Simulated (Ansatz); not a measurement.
# Meshes and cutoff for the phonons of CsH (Pm-3m), part 2 of 3

Wanted: convergence of the phonons of CsH (Pm-3m) against cost.

Ansatz 0.2.0; DFT LDA, scalar-relativistic, plane waves, PAW.

So far, highest frequency on the path or at a solved wavevector (cm⁻¹): 722 in steps 3, 4 and 6. The relaxed cell has a = 3.639 Å (conventional setting).

**7. Comparing the runs**

Times are for 4 threads of Intel Xeon 6975P-C (Granite Rapids), shared host. The runs compared:

| no. | q mesh | k-mesh | mean frequency (cm⁻¹) | zero-point energy per atom (meV) | lowest frequency on the path (cm⁻¹) | time | memory (GiB) |
| --- | --- | --- | --- | --- | --- | --- | --- |
| 1 | 2×2×2 | 8×8×8 | 294.8 | 54.82 | 0 | 8.4 s | 0.55 |
| 2 | 3×3×3 | 9×9×9 | 294.7 | 54.81 | 0 | 18 s | 0.77 |
| 3 | 6×6×6 | 12×12×12 | 294.5 | 54.77 | 0 | 4.3 min | 2.1 |

The runs together. Table of phonon density of states by wavenumber; read off at these points; values in 1/cm⁻¹/cell:

| wavenumber (cm⁻¹) | 2×2×2, 8×8×8 | 3×3×3, 9×9×9 | 6×6×6, 12×12×12 |
| --- | --- | --- | --- |
| 5 | 2.2e-4 | 1.9e-4 | 1.8e-4 |
| 35 | 0.0488 | 0.0506 | 0.0498 |
| 75 | 0.0506 | 0.0460 | 0.0490 |
| 85 | 0.0671 | 0.0721 | 0.0705 |
| 105 | 0 | 0 | 0 |
| 145 | 0 | 0 | 0 |
| 175 | 0 | 0 | 0 |
| 215 | 0 | 0 | 0 |
| 245 | 0 | 0 | 0 |
| 275 | 0 | 0 | 0 |
| 315 | 0 | 0 | 0 |
| 345 | 0 | 0 | 0 |
| 385 | 0 | 0 | 0 |
| 415 | 0.00156 | 0.00108 | 0.00125 |
| 455 | 0.0182 | 0.0170 | 0.0235 |
| 465 | 0.0265 | 0.0280 | 0.0312 |
| 485 | 0.0162 | 0.0293 | 0.0208 |
| 505 | 0.0415 | 0.0185 | 0.0174 |
| 515 | 0.0140 | 0.0118 | 0.0128 |
| 555 | 0.0112 | 0.0129 | 0.0153 |
| 585 | 0.00472 | 0.00441 | 0.00455 |
| 625 | 0.00432 | 0.00373 | 0.00432 |
| 655 | 0.00445 | 0.00391 | 0.00449 |
| 695 | 0.00571 | 0.0053 | 0.00515 |
| 725 | 4.0e-5 | 8.0e-5 | 5.0e-5 |

The runs together, line C_V. C_V against temperature; values in J/mol-atom/K:

| temperature (K) | 2×2×2, 8×8×8 | 3×3×3, 9×9×9 | 6×6×6, 12×12×12 |
| --- | --- | --- | --- |
| 0 | 0 | 0 | 0 |
| 50 | 9.56 | 9.50 | 9.5 |
| 100 | 12.1 | 12.1 | 12.1 |
| 150 | 14.3 | 14.3 | 14.3 |
| 200 | 16.6 | 16.6 | 16.6 |
| 250 | 18.5 | 18.5 | 18.5 |
| 300 | 19.9 | 19.9 | 19.9 |
| 350 | 20.9 | 20.9 | 20.9 |
| 400 | 21.7 | 21.7 | 21.7 |
| 450 | 22.3 | 22.3 | 22.3 |
| 500 | 22.7 | 22.7 | 22.7 |
| 550 | 23.1 | 23.1 | 23.1 |
| 600 | 23.4 | 23.4 | 23.4 |
| 650 | 23.6 | 23.6 | 23.6 |
| 700 | 23.8 | 23.8 | 23.8 |
| 750 | 23.9 | 23.9 | 23.9 |
| 800 | 24.0 | 24.0 | 24.0 |
| 850 | 24.1 | 24.1 | 24.1 |
| 900 | 24.2 | 24.2 | 24.2 |
| 950 | 24.3 | 24.3 | 24.3 |
| 1000 | 24.3 | 24.3 | 24.3 |

**8. Another k mesh, k-mesh 2×2×2, q mesh 2×2×2**

The k mesh is changed to 2×2×2 on a small fixed q mesh, to find the coarsest that serves.

Contents of input.yaml:

```yaml
crystal:
  lattice:
    - [3.6385986822, 0.0, 0.0]
    - [0.0, 3.6385986822, 0.0]
    - [0.0, 0.0, 3.6385986822]
  atoms:
    - { symbol: Cs, position: [0.0, 0.0, 0.0] }
    - { symbol: H, position: [0.5, 0.5, 0.5] }
kpoints:
  mp_grid: { grid: [2, 2, 2] }
hamiltonian:
  xc: lda
scf:
  occupations: { method: fixed }
output:
  eigenvalues: true
phonons:
  method: dfpt
  dielectric: true
  rigid_motions: translations
  qmesh: [2, 2, 2]
  temperatures: { t_max: 1000, t_step: 50 }
  qpath:
    path:
      - [[0.0, 0.0, 0.0], [0.0, 0.5, 0.0], [0.5, 0.5, 0.0], [0.0, 0.0, 0.0], [0.5, 0.5, 0.5], [0.0, 0.5, 0.0]]
      - [[0.5, 0.5, 0.5], [0.5, 0.5, 0.0]]
    npoints: 10
```

On the command line:

```bash
ansatz run input.yaml --threads 4 --pin off --max-ram 7168MiB --backend cpu --events-out ev --progress --plain --runs-dir out
```

Numbers of over 12 decimals in the logs are rounded to 6 here.

Log:

```text
[...]
Crystal: 2 atoms, lattice volume = 48.173 Å³
Basis set: ecut = 420 eV, 925 PW (Γ), exchange–correlation on 50×50×50 points (8 copies of the dense FFT grid, shifted against one another)
Bands: 9, of which v1, the nominal top of the filled ones, is band 5 counted from 1 (4 counted from 0)
Symmetry: 48 space group operations
k-points: 6 of 8 (irreducible under 8 space group operations)
[...]
SCF iter   1: F=—  HF=-5520.633600 eV  |F-HF|=—  |Δ(HF+E_count)|=         —  Δρ=5.98e-3  dr2=2.16e-2  ethr=1.77e-3  ⟨swp⟩=4.3  Hψ=346  notcnv=0  defer=7
[...]
SCF iter   7: F=-5520.622697 eV  HF=-5520.622697 eV  |F-HF|=0.00e0  |Δ(HF+E_count)|=  2.18e-11  Δρ=2.11e-8  dr2=1.06e-13  ethr=1.00e-12  ⟨swp⟩=8.5  Hψ=329  notcnv=0
SCF 1 converged in 7 iterations: F = -5520.622697 eV  dr2 = 1.06e-13
[...]
DFPT response loops at Γ: preconditioner auto → none (the input reference at scf.mixing.eps_inf says where Resta's filter doesn't serve); β = 0.50; Broyden in place of MSR1
── the response to a field inside a basis, on 4×4×4 k-points: an SCF that follows is theirs, and a resumed run solves both again ──
Bands: 6, of which v1, the nominal top of the filled ones, is band 5 counted from 1 (4 counted from 0)
k-points: 4 of 64
[...]
Eigensolver: Dense (4 Hₖ)
SCF iter   1: F=—  HF=-5520.963314 eV  |F-HF|=—  |Δ(HF+E_count)|=         —  Δρ=4.50e-3  dr2=1.18e-2  ethr=1.00e-1
[...]
SCF iter   5: F=-5520.959428 eV  HF=-5520.959428 eV  |F-HF|=3.70e-10  |Δ(HF+E_count)|=   1.48e-7  Δρ=3.43e-6  dr2=1.91e-9  ethr=1.39e-8
SCF 1 converged in 5 iterations: F = -5520.959428 eV  dr2 = 1.91e-9
[...]
WARN: field response: ε∞ stands inside a basis, on 4×4×4 points; the force constants stand on the 2×2×2 k-mesh, whose period is 7.22 times the interband length at k = (-0.5000, -0.5000, -0.5000), direct gap 2.324 eV, under 14: take them and everything formed from them as unconverged, and compare with a denser kpoints.mp_grid
[...]
SCF converged after 7 iterations
Free energy (F): -5520.622697 eV
[...]
Internal energy: -5520.622697 eV  (E = F + TS)
E sigma→0 (E₀):  -5520.622697 eV
Fermi energy:    5.441519 eV
[...]
--- Band table (eV; the first three rows and the last of 6) ---
[...]
--- Phonons (Γ-DFPT): 2 representative perturbations + reference, on 6 of 8 k-points (Σ response iterations 6) ---
  k mesh reduced under 8 symmetry operations, with k and −k counted as one. Each operation leaves every solved perturbation unchanged. A smaller set is not considered because the run solves the response to a homogeneous field
  ASR residual: 9.042e-6 → 0.000e0 eV/Å²; symmetrization residual: 2.247e-7 eV/Å²
  ASR residual per site (eV/Å²): 9.04e-6 4.99e-6
  Γ frequencies (cm⁻¹): -429.89 -429.89 -429.89 0.00 0.00 0.00
  ε∞ (high-frequency dielectric tensor):
        4.199237     0.000000     0.000000
        0.000000     4.199237     0.000000
        0.000000     0.000000     4.199237
  softest optical mode at Γ: -429.89 cm⁻¹; the repairs (sum rule, projections) moved no ω² at Γ by more than (1.31 cm⁻¹)²
  Born effective charges Z* (e; rows j = field, columns β = displacement):
    site 0:
         1.14778   -0.00000    0.00000
         0.00000    1.14778    0.00000
         0.00000    0.00000    1.14778
    site 1:
        -1.14778    0.00000    0.00000
        -0.00000   -1.14778    0.00000
         0.00000    0.00000   -1.14778
  Z* charge neutrality: 5.487e-3 e pre-enforcement
  solved inside a basis spanned on kpoints, on 4×4×4 k-points, its susceptibility summed on 8×8×8: ε∞ is read to err by 1.8e-2, Z* by 4.9e-2 e (field_mesh: kpoints solves on kpoints); Z* is corrected for what the basis lacks
  optical modes at Γ without the LO–TO term, one row a degenerate level:
      ω (cm⁻¹)  modes    IR ((D/Å)²/amu)
       -429.89      3            91.1420
  optical modes at Γ + LO–TO along q̂ = [1.0000, 0.0000, 0.0000]:
      ω (cm⁻¹)  modes    IR ((D/Å)²/amu)
       -429.89      2            60.7613
        368.12      1            30.3807
  optical modes at Γ + LO–TO along q̂ = [0.0000, 1.0000, 0.0000]:
      ω (cm⁻¹)  modes    IR ((D/Å)²/amu)
       -429.89      2            60.7613
        368.12      1            30.3807
  optical modes at Γ + LO–TO along q̂ = [0.0000, 0.0000, 1.0000]:
      ω (cm⁻¹)  modes    IR ((D/Å)²/amu)
       -429.89      2            60.7613
        368.12      1            30.3807
--- Phonons (arbitrary-q DFPT): 4 irreducible q on the 2×2×2 mesh ---
[...]
interpolated dispersion: 63 rows × 6 modes
[...]
zero-point energy: 0.071998 eV/cell   skipped modes (ω ≤ 0): 267, of them read as no rigid motion or as one in doubt: 264 (1.100e0 modes/cell left out, lowest -439.16 cm⁻¹)   left out of the sums: 1.83e-1 of the cell's modes: C_V's classical limit lies that fraction below 3 k_B per atom; for a crystal, a wire or a layer, F and S can be off by more, and a phonons.interpolated_qmesh denser along its periods is the remedy for the sampling
```

Run time: 3.5 s. Hardware: 4 threads of Intel Xeon 6975P-C (Granite Rapids), shared host; peak memory 0.43 GiB; 8.7 s of CPU time.

The run finished; it serves as a test, and its numbers are not taken as the result.

**9. Another k mesh, k-mesh 4×4×4, q mesh 2×2×2**

The k mesh is changed to 4×4×4 on a small fixed q mesh, to find the coarsest that serves.

Changes to input.yaml since step 8:

```diff
@@ -9,3 +9,3 @@
 kpoints:
-  mp_grid: { grid: [2, 2, 2] }
+  mp_grid: { grid: [4, 4, 4] }
 hamiltonian:
```

Log:

```text
[...]
Crystal: 2 atoms, lattice volume = 48.173 Å³
Basis set: ecut = 420 eV, 925 PW (Γ), exchange–correlation on 50×50×50 points (8 copies of the dense FFT grid, shifted against one another)
Bands: 9, of which v1, the nominal top of the filled ones, is band 5 counted from 1 (4 counted from 0)
Symmetry: 48 space group operations
k-points: 18 of 64 (irreducible under 8 space group operations, time reversal used)
[...]
SCF iter   1: F=—  HF=-5520.971336 eV  |F-HF|=—  |Δ(HF+E_count)|=         —  Δρ=8.84e-3  dr2=4.46e-2  ethr=1.77e-3  ⟨swp⟩=4.6  Hψ=1043  notcnv=0  defer=26
[...]
SCF iter   7: F=-5520.954482 eV  HF=-5520.954482 eV  |F-HF|=9.09e-13  |Δ(HF+E_count)|=  1.63e-10  Δρ=7.93e-8  dr2=1.85e-12  ethr=1.00e-12  ⟨swp⟩=7.9  Hψ=1112  notcnv=0
SCF 1 converged in 7 iterations: F = -5520.954482 eV  dr2 = 1.85e-12
[...]
Bands: 6, of which v1, the nominal top of the filled ones, is band 5 counted from 1 (4 counted from 0)
k-points: 4 of 64
[...]
Eigensolver: Dense (4 Hₖ)
SCF iter   1: F=—  HF=-5520.958964 eV  |F-HF|=—  |Δ(HF+E_count)|=         —  Δρ=1.56e-4  dr2=7.57e-6  ethr=1.00e-1
[...]
SCF iter   3: F=-5520.958965 eV  HF=-5520.958965 eV  |F-HF|=1.90e-8  |Δ(HF+E_count)|=   3.94e-7  Δρ=1.60e-5  dr2=3.39e-8  ethr=1.02e-8
SCF 1 converged in 3 iterations: F = -5520.958965 eV  dr2 = 3.39e-8
[...]
SCF converged after 7 iterations
Free energy (F): -5520.954482 eV
[...]
Internal energy: -5520.954482 eV  (E = F + TS)
E sigma→0 (E₀):  -5520.954482 eV
Fermi energy:    5.330504 eV
[...]
--- Band table (eV; the first three rows and the last of 18) ---
[...]
ASR residual: 4.671e-5 → 0.000e0 eV/Å²; symmetrization residual: 1.839e-7 eV/Å²
  ASR residual per site (eV/Å²): 1.47e-5 4.67e-5
  Γ frequencies (cm⁻¹): 0.00 0.00 0.00 400.75 400.75 400.75
  ε∞ (high-frequency dielectric tensor):
        4.198472     0.000000     0.000000
        0.000000     4.198472     0.000000
        0.000000     0.000000     4.198472
  ε⁰ (static dielectric tensor: ions relaxed, cell fixed):
       12.571362     0.000000     0.000000
        0.000000    12.571362     0.000000
        0.000000     0.000000    12.571362
  ε⁰ − ε∞ (ionic part):
        8.372890    -0.000000     0.000000
       -0.000000     8.372890     0.000000
        0.000000     0.000000     8.372890
[...]
Born effective charges Z* (e; rows j = field, columns β = displacement):
    site 0:
         1.14760   -0.00000   -0.00000
         0.00000    1.14760    0.00000
         0.00000    0.00000    1.14760
    site 1:
        -1.14760    0.00000    0.00000
        -0.00000   -1.14760    0.00000
        -0.00000    0.00000   -1.14760
  Z* charge neutrality: 5.790e-3 e pre-enforcement
[...]
optical modes at Γ without the LO–TO term, one row a degenerate level:
      ω (cm⁻¹)  modes    IR ((D/Å)²/amu)
        400.75      3            91.1135
  optical modes at Γ + LO–TO along q̂ = [1.0000, 0.0000, 0.0000]:
      ω (cm⁻¹)  modes    IR ((D/Å)²/amu)
        400.75      2            60.7424
        693.45      1            30.3712
  optical modes at Γ + LO–TO along q̂ = [0.0000, 1.0000, 0.0000]:
      ω (cm⁻¹)  modes    IR ((D/Å)²/amu)
        400.75      2            60.7424
        693.45      1            30.3712
  optical modes at Γ + LO–TO along q̂ = [0.0000, 0.0000, 1.0000]:
      ω (cm⁻¹)  modes    IR ((D/Å)²/amu)
        400.75      2            60.7424
        693.45      1            30.3712
--- Phonons (arbitrary-q DFPT): 4 irreducible q on the 2×2×2 mesh ---
[...]
interpolated dispersion: 63 rows × 6 modes
[...]
```

Wall time 4.3 s (4 threads); peak memory 0.46 GiB; 12 s of CPU time.

The run finished; it serves as a test, and its numbers are not taken as the result.

**10. Another k mesh, k-mesh 6×6×6, q mesh 2×2×2**

The k mesh is changed to 6×6×6 on a small fixed q mesh, to find the coarsest that serves.

Changes to input.yaml since step 9:

```diff
@@ -9,3 +9,3 @@
 kpoints:
-  mp_grid: { grid: [4, 4, 4] }
+  mp_grid: { grid: [6, 6, 6] }
 hamiltonian:
```

Log:

```text
[...]
Crystal: 2 atoms, lattice volume = 48.173 Å³
Basis set: ecut = 420 eV, 925 PW (Γ), exchange–correlation on 50×50×50 points (8 copies of the dense FFT grid, shifted against one another)
Bands: 9, of which v1, the nominal top of the filled ones, is band 5 counted from 1 (4 counted from 0)
Symmetry: 48 space group operations
k-points: 40 of 216 (irreducible under 8 space group operations, time reversal used)
[...]
optical modes at Γ + LO–TO along q̂ = [0.0000, 1.0000, 0.0000]:
      ω (cm⁻¹)  modes    IR ((D/Å)²/amu)
        415.00      2            62.2219
        707.20      1            31.1110
  optical modes at Γ + LO–TO along q̂ = [0.0000, 0.0000, 1.0000]:
      ω (cm⁻¹)  modes    IR ((D/Å)²/amu)
        415.00      2            62.2219
        707.20      1            31.1110
--- Phonons (arbitrary-q DFPT): 4 irreducible q on the 2×2×2 mesh ---
[...]
interpolated dispersion: 63 rows × 6 modes
[...]
[key lines of the parts left out:]
SCF converged after 7 iterations
Free energy (F): -5520.958310 eV
Fermi energy:    5.325752 eV
```

Elapsed: 7.7 s, on 4 threads; peak memory 0.49 GiB; 23 s of CPU time.

A gap read on the k-mesh alone can miss the band edges.

The highest optical mode at the zone centre (no LO-TO term) is 415.0 cm⁻¹, -1.1 cm⁻¹ against the base run.

The log warns of the k mesh: “the force constants stand on the 6×6×6 k-mesh, whose period is 11.11 times the interband length at k = (-0.5000, -0.5000, -0.5000), direct gap 2.419 eV, under 14: take them and everything formed from them as unconverged”.

**11. Another k mesh, q mesh 2×2×2**

The k mesh is changed to 8×8×8 on a small fixed q mesh, to find the coarsest that serves.

Changes to input.yaml since step 10:

```diff
@@ -9,3 +9,3 @@
 kpoints:
-  mp_grid: { grid: [6, 6, 6] }
+  mp_grid: { grid: [8, 8, 8] }
 hamiltonian:
```

Log:

```text
[...]
Crystal: 2 atoms, lattice volume = 48.173 Å³
Basis set: ecut = 420 eV, 925 PW (Γ), exchange–correlation on 50×50×50 points (8 copies of the dense FFT grid, shifted against one another)
Bands: 9, of which v1, the nominal top of the filled ones, is band 5 counted from 1 (4 counted from 0)
Symmetry: 48 space group operations
k-points: 75 of 512 (irreducible under 8 space group operations, time reversal used)
[...]
optical modes at Γ + LO–TO along q̂ = [0.0000, 1.0000, 0.0000]:
      ω (cm⁻¹)  modes    IR ((D/Å)²/amu)
        416.09      2            62.5263
        708.93      1            31.2632
  optical modes at Γ + LO–TO along q̂ = [0.0000, 0.0000, 1.0000]:
      ω (cm⁻¹)  modes    IR ((D/Å)²/amu)
        416.09      2            62.5263
        708.93      1            31.2632
--- Phonons (arbitrary-q DFPT): 4 irreducible q on the 2×2×2 mesh ---
[...]
interpolated dispersion: 63 rows × 6 modes
[...]
[key lines of the parts left out:]
SCF converged after 7 iterations
Free energy (F): -5520.958442 eV
Fermi energy:    5.325283 eV
```

Wall time 9.7 s (4 threads); peak memory 0.55 GiB; 32 s of CPU time.

Frequencies (cm⁻¹) solved at each irreducible wavevector; negative means imaginary. Frequencies by wavevector, by row:

| q in reciprocal lattice units | star | mode 1 | mode 2 | mode 3 | mode 4 | mode 5 | mode 6 |
| --- | --- | --- | --- | --- | --- | --- | --- |
| 0 0 0 | 1 | 0 | 0 | 0 | 416.1 | 416.1 | 416.1 |
| 0 0 -0.5 | 3 | 31.9 | 31.9 | 96.5 | 497.5 | 497.5 | 722.3 |
| 0 -0.5 -0.5 | 3 | 28 | 86.4 | 86.4 | 404.2 | 493.1 | 493.1 |
| -0.5 -0.5 -0.5 | 1 | 79.9 | 79.9 | 79.9 | 572.6 | 572.6 | 572.6 |

The highest optical mode at the zone centre (no LO-TO term) is 416.1 cm⁻¹, +0.0 cm⁻¹ against the base run.

The log warns of the k mesh: “the force constants stand on the 8×8×8 k-mesh, whose period is 13.39 times the interband length at k = (-0.5000, -0.5000, -0.5000), direct gap 2.420 eV, under 14: take them and everything formed from them as unconverged”.

**12. Another k mesh, k-mesh 12×12×12, q mesh 2×2×2**

The k mesh is changed to 12×12×12 on a small fixed q mesh, to find the coarsest that serves.

Changes to input.yaml since step 11:

```diff
@@ -9,3 +9,3 @@
 kpoints:
-  mp_grid: { grid: [8, 8, 8] }
+  mp_grid: { grid: [12, 12, 12] }
 hamiltonian:
```

Log:

```text
[...]
Crystal: 2 atoms, lattice volume = 48.173 Å³
Basis set: ecut = 420 eV, 925 PW (Γ), exchange–correlation on 50×50×50 points (8 copies of the dense FFT grid, shifted against one another)
Bands: 9, of which v1, the nominal top of the filled ones, is band 5 counted from 1 (4 counted from 0)
Symmetry: 48 space group operations
k-points: 196 of 1728 (irreducible under 8 space group operations, time reversal used)
[...]
optical modes at Γ + LO–TO along q̂ = [0.0000, 1.0000, 0.0000]:
      ω (cm⁻¹)  modes    IR ((D/Å)²/amu)
        416.21      2            62.6016
        709.25      1            31.3008
  optical modes at Γ + LO–TO along q̂ = [0.0000, 0.0000, 1.0000]:
      ω (cm⁻¹)  modes    IR ((D/Å)²/amu)
        416.21      2            62.6016
        709.25      1            31.3008
--- Phonons (arbitrary-q DFPT): 4 irreducible q on the 2×2×2 mesh ---
[...]
interpolated dispersion: 63 rows × 6 modes
[...]
[key lines of the parts left out:]
SCF converged after 7 iterations
Free energy (F): -5520.958448 eV
Fermi energy:    5.325211 eV
```

It took 21 s on 4 threads; peak memory 0.8 GiB.

The highest optical mode at the zone centre (no LO-TO term) is 416.2 cm⁻¹, +0.1 cm⁻¹ against the base run.

**13. The series together**

Times are for 4 threads of Intel Xeon 6975P-C (Granite Rapids), shared host. Results by setting:

| no. | k-mesh | lowest mode on the q mesh (acoustic modes at Γ apart) (cm⁻¹) | highest frequency on the path or at a solved wavevector (cm⁻¹) | time | memory (GiB) |
| --- | --- | --- | --- | --- | --- |
| 1 | 6×6×6 | 28.07 | 722.4 | 7.7 s | 0.49 |
| 2 | 8×8×8 | 28.03 | 722.3 | 9.7 s | 0.55 |
| 3 | 12×12×12 | 28.03 | 722.3 | 21 s | 0.8 |

The runs together. The phonon density of states by wavenumber; read off at these points; values in 1/cm⁻¹/cell:

| wavenumber (cm⁻¹) | 6×6×6 | 8×8×8 | 12×12×12 |
| --- | --- | --- | --- |
| 5 | 2.2e-4 | 2.2e-4 | 2.2e-4 |
| 35 | 0.0488 | 0.0488 | 0.0488 |
| 75 | 0.0507 | 0.0506 | 0.0506 |
| 85 | 0.0669 | 0.0671 | 0.0671 |
| 105 | 0 | 0 | 0 |
| 145 | 0 | 0 | 0 |
| 175 | 0 | 0 | 0 |
| 215 | 0 | 0 | 0 |
| 245 | 0 | 0 | 0 |
| 275 | 0 | 0 | 0 |
| 315 | 0 | 0 | 0 |
| 345 | 0 | 0 | 0 |
| 385 | 0 | 0 | 0 |
| 415 | 0.00171 | 0.00156 | 0.00155 |
| 455 | 0.0185 | 0.0182 | 0.0181 |
| 465 | 0.0265 | 0.0265 | 0.0266 |
| 485 | 0.0161 | 0.0162 | 0.0162 |
| 505 | 0.0412 | 0.0415 | 0.0415 |
| 515 | 0.0137 | 0.0140 | 0.0141 |
| 555 | 0.0113 | 0.0112 | 0.0112 |
| 585 | 0.00471 | 0.00471 | 0.00472 |
| 625 | 0.00432 | 0.00432 | 0.00432 |
| 655 | 0.00447 | 0.00445 | 0.00445 |
| 695 | 0.00588 | 0.00571 | 0.00568 |
| 725 | 4.0e-5 | 4.0e-5 | 3.0e-5 |

The runs together, line C_V. C_V, 6×6×6 = 8×8×8 = 12×12×12 against temperature:

| temperature (K) | C_V, 6×6×6 = 8×8×8 = 12×12×12 (J/mol-atom/K) |
| --- | --- |
| 0 | 0 |
| 50 | 9.56 |
| 100 | 12.1 |
| 150 | 14.3 |
| 200 | 16.6 |
| 250 | 18.5 |
| 300 | 19.9 |
| 350 | 20.9 |
| 400 | 21.7 |
| 450 | 22.3 |
| 500 | 22.7 |
| 550 | 23.1 |
| 600 | 23.4 |
| 650 | 23.6 |
| 700 | 23.8 |
| 750 | 23.9 |
| 800 | 24.0 |
| 850 | 24.1 |
| 900 | 24.2 |
| 950 | 24.3 |
| 1000 | 24.3 |

[end of part 2 of 3]

[Logs are printed without paths, hosts, clocks, repeated set-up lines and the standing remarks that a program may print on its own settings, such as how far it seeks lower states.]

[Hosts, paths, dates, database ids (printed as entryN), source tags and the programs' standing remarks are cut or masked in the printed files.]
